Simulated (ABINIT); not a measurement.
# Beyond one shot: SiO2 (P3_221), part 3 of 3

Aim: iterate the self-energy on SiO2 (P3_221) and follow the gap from cycle to cycle.

ABINIT 10.8.3; PBE and many-body steps on it, plane waves. Known limits of the many-body steps: not at the basis limit; coarse k mesh.

So far. Step 10 (evGW, cycle 1): Against G0W0 in ABINIT (3×3×2 mesh, 216 bands, screening to 155.1 eV, Godby-Needs plasmon pole), the gap moves by +0.933 eV. Step 13 (evGW, cycle 2): Against the cycle before, the gap moves by +0.059 eV.

### 15. Screening, 3×3×2 mesh, 216 bands, screening to 155.1 eV

This step: RPA screening on PBE from quasiparticle energies, plane waves, norm-conserving pseudopotentials.

Input file run.abi:

```
acell 3*1.0 Angstrom
rprim 
  4.916359999971 0.000000000007 0.000000000000
  -2.458179999991 4.257692654122 0.000000000000
  0.000000000000 0.000000000000 5.408400000000
ntypat 2
znucl 14 8
natom 9
typat 1 1 1 2 2 2 2 2 2
xred 
  0.469730000000 0.000000000000 0.666666666667
  0.000000000000 0.469730000000 0.333333333333
  0.530270000000 0.530270000000 -0.000000000000
  0.413540000000 0.267580000000 0.785580000000
  0.732420000000 0.145960000000 0.452246666667
  0.854040000000 0.586460000000 0.118913333333
  0.267580000000 0.413540000000 0.214420000000
  0.145960000000 0.732420000000 0.547753333333
  0.586460000000 0.854040000000 0.881086666667
pp_dirpath "pseudos"
pseudos "Si.upf, O.upf"
ecut 36
ngkpt 3 3 2
nshiftk 1
shiftk 0 0 0
kptopt 1
chksymbreak 0
istwfk *1
occopt 1
irdwfk 1
optdriver 3
nband 216
ecuteps 5.7
inclvkb 2
awtr 1
symchi 1
irdqps 1
gwcalctyp 10
nqptdm 5
qptdm 
  0.3333333333 0.0000000000 0.0000000000
  0.3333333333 0.3333333333 0.0000000000
  0.0000000000 0.0000000000 0.5000000000
  0.3333333333 0.0000000000 0.5000000000
  0.3333333333 0.3333333333 0.5000000000
indata_prefix "in"
outdata_prefix "out"
tmpdata_prefix "tmp"
```

Input file mrgscr.stdin:

```
2
merged
q0_SCR
out_SCR
1
```

Run with:

```
$ OMP_NUM_THREADS=1 mpirun -n 4 abinit run.abi > log; mrgscr < mrgscr.stdin
```

Numbers of over 12 decimals in the logs are rounded to 6 here.

Output:

```text
.Version 10.8.3 of ABINIT. v10.8.2 released Aug 2026.

 Symmetries : space group P3_2 2 1 (#154); Bravais hP (primitive hexag.)
[... echo of the input left out ...]
== DATASET  1 ==================================================================
-   mpi_nproc: 4, omp_nthreads: 1 (-1 if OMP is not activated)

--- !DatasetInfo
iteration_state: {dtset: 1, }
dimensions: {natom: 9, nkpt: 6, mband: 216, nsppol: 1, nspinor: 1, nspden: 1, mpw: 7935, }
cutoff_energies: {ecut:  36.0, pawecutdg:  -1.0, }
[...]
q-point number  1        q = ( 0.333333, 0.000000, 0.000000) [r.l.u.]
--------------------------------------------------------------------------------
[... chi0 elements left out ...]
  Average fulfillment of the sum rule on Im[epsilon] for q-point    2 :     81.89  [%]

--------------------------------------------------------------------------------
  q-point number  2        q = ( 0.333333, 0.333333, 0.000000) [r.l.u.]
--------------------------------------------------------------------------------
[... chi0 elements left out ...]
  Average fulfillment of the sum rule on Im[epsilon] for q-point    3 :     79.15  [%]

 [... 3 further q-points ...]
```

Wall time 90 s (4 MPI ranks of Arm Neoverse V2, shared host); peak memory 2.1 GiB; 6 min of CPU time.

This step gave:

```yaml
plasma_frequency: 24.18 eV
plane_waves_in_the_screening_matrix: 503
```

This screening reads the quasiparticle levels of the cycle before.

### 16. evGW, cycle 3

This step: evGW on PBE, plane waves, norm-conserving pseudopotentials.

run.abi, as its differences from that of step 15:

```diff
@@ -30,12 +30,10 @@
 irdwfk 1
-optdriver 3
+optdriver 4
 nband 216
-ecuteps 5.7
-inclvkb 2
-awtr 1
-symchi 1
-irdqps 1
 gwcalctyp 10
-nqptdm 5
-qptdm 
+ecutsigx 36
+symsigma 1
+nkptgw 6
+kptgw 
+  0.0000000000 0.0000000000 0.0000000000
   0.3333333333 0.0000000000 0.0000000000
@@ -45,2 +43,13 @@
   0.3333333333 0.3333333333 0.5000000000
+bdgw 
+  7 32
+  7 32
+  7 32
+  7 32
+  7 32
+  7 32
+ecuteps 5.7
+irdscr 1
+ppmodel 1
+irdqps 1
 indata_prefix "in"
```

Run with:

```
$ OMP_NUM_THREADS=1 mpirun -n 4 abinit run.abi > log
```

Output:

```text
.Version 10.8.3 of ABINIT. v10.8.2 released Aug 2026.

 Symmetries : space group P3_2 2 1 (#154); Bravais hP (primitive hexag.)
[... echo of the input left out ...]
== DATASET  1 ==================================================================
-   mpi_nproc: 4, omp_nthreads: 1 (-1 if OMP is not activated)

--- !DatasetInfo
iteration_state: {dtset: 1, }
dimensions: {natom: 9, nkpt: 6, mband: 216, nsppol: 1, nspinor: 1, nspden: 1, mpw: 7935, }
cutoff_energies: {ecut:  36.0, pawecutdg:  -1.0, }
[...]
.  kptgw no:  4; Maximum DeltaE = (   0.002   0.000) for band index:  4
.  kptgw no:  5; Maximum DeltaE = (  -0.003   0.001) for band index:  7
.  kptgw no:  6; Maximum DeltaE = (  -0.003   0.001) for band index: 10

== END DATASET(S) ==============================================================
================================================================================

 -outvars: echo values of variables after computation  --------
           etotal      0.0000000000E+00
            nband         216
             nkpt           6
          spgroup         154
 [... the other variables as echoed above ...]

 Calculation completed.
```

Elapsed: 12 min, on 4 MPI ranks; peak memory 2.7 GiB; 50 min of CPU time.

Numbers from this step:

- quasiparticle gap on the mesh: 9.608 eV
- gap of the density functional on the mesh: 6.031 eV
- k of the valence top: 0.3333, 0.3333, 0
- k of the conduction bottom: 0, 0, 0
- least direct quasiparticle gap on the computed points: 10.01 eV

Against the cycle before, the gap moves by +0.005 eV.

### 17. Side by side

Times are wall times on 4 MPI ranks of Arm Neoverse V2, shared host, good to a factor of about two. A run's time includes the screening step that it read.

| run | mesh | bands | screening cutoff (eV) | DFT gap (eV) | gap on the mesh (eV) | direct (eV) | ε∞ used | time |
| --- | --- | --- | --- | --- | --- | --- | --- | --- |
| G0W0 | 3×3×2 | 216 | 155.1 | 6.031 | 8.611 | 9.006 | 2.33 | 3.5 min |
| evGW0, cycle 1 | 3×3×2 | 216 | 155.1 | 6.031 | 9.101 | 9.513 | 2.33 | 15 min |
| evGW0, cycle 2 | 3×3×2 | 216 | 155.1 | 6.031 | 9.000 | 9.395 | 2.33 | 15 min |
| evGW0, cycle 3 | 3×3×2 | 216 | 155.1 | 6.031 | 8.995 | 9.393 | 2.33 | 15 min |
| evGW, cycle 1 | 3×3×2 | 216 | 155.1 | 6.031 | 9.544 | 9.945 | 2.08 | 15 min |
| evGW, cycle 2 | 3×3×2 | 216 | 155.1 | 6.031 | 9.603 | 10.004 | 2.05 | 15 min |
| evGW, cycle 3 | 3×3×2 | 216 | 155.1 | 6.031 | 9.608 | 10.009 | 2.04 | 15 min |

### 18. Summary of results

```json
{
 "G0W0": "8.611 eV",
 "evGW0, cycle 1": "9.101 eV",
 "evGW0, cycle 2": "9.000 eV",
 "evGW0, cycle 3": "8.995 eV",
 "evGW, cycle 1": "9.544 eV",
 "evGW, cycle 2": "9.603 eV",
 "evGW, cycle 3": "9.608 eV",
 "known limits": "not at the basis limit; coarse k mesh"
}
```

Only the bands that the input lists are updated; the others, empty or deep, keep the functional's energies or take a rigid shift. The evGW loop starts from the last levels of evGW0, so its cycles and time come on top of those. evGW0 ends at 8.99 eV, +0.38 eV from G0W0, after 3 cycles that took 37 min beside the first screening; the last moved the gap by 0.005 eV. evGW ends at 9.61 eV, +1.00 eV from G0W0, after 3 cycles that took 45 min beside the first screening; the last moved the gap by 0.005 eV. The first cycle of evGW0 takes the full correction, without the factor Z, so it overshoots the one-shot value. Bands and cutoff are finite, so the gap is not at the basis limit. The miss can reach some tenths of an eV and take either sign; the mesh is an error of its own. The 3×3×2 mesh is coarse for this cell, which bears on the long-range parts of exchange and screening. In the updated screening the q = 0 part is built from Kohn-Sham bands under a rigid shift, the other q from the quasiparticle levels.

[Paths, hosts, dates, memory and timing lines, banners, echoed tables and standing remarks are left out of the program output.]

[Logs are printed without paths, hosts, clocks, repeated set-up lines and the standing remarks that a program may print on its own settings, such as how far it seeks lower states.]

[Runs of the session that timed out or met a known fault of the program may be left out.]

[Hosts, paths, dates, database ids (printed as entryN), source tags and the programs' standing remarks are cut or masked in the printed files.]

[G0W0 gaps are taken among the corrected bands and points alone; a level outside them can change the order at an edge.]

[Where Ansatz stands beside ABINIT at settings called matched, ABINIT's density can come from a denser mesh and the files from another edition; pairs whose starting gaps differed by over 0.03 eV were left out, so agreement reads better than it is.]
